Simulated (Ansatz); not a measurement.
Rows from a G0W0 calculation on InP (F-43m) (Ansatz 0.2.0; G0W0 on LDA, plane waves, PAW; 8×8×8 mesh, 453 empty bands, screening to 250 eV, hard PAW files), in eV. Spin-orbit coupling is left out.

| row | Σx | Σc | Vxc | Z |
| --- | --- | --- | --- | --- |
| A | -10.77 | -3.65 | -14.63 | 0.75 |
| B | -16.53 | 0.85 | -15.29 | 0.73 |
| C | -7.22 | -4.50 | -11.98 | 0.74 |

**Question.** Which rows are filled states and which are empty ones, and how can one tell?

Filled: B. Empty: A and C. The sign of Σc tells: for a filled state bare exchange, which holds its interaction with itself, lies below Vxc (Σx − Vxc is -1.2 eV or lower here) and screening gives part back as a positive Σc. For an empty state Σx lies above Vxc (+3.9 eV or more) and the Coulomb hole leaves Σc negative.

[Runs of the session that timed out or met a known fault of the program may be left out.]

[Cells called generated may have been cut or substituted from an entry of the Crystallography Open Database or the Materials Project.]

[Hosts, paths, dates, database ids (printed as entryN), source tags and the programs' standing remarks are cut or masked in the printed files.]
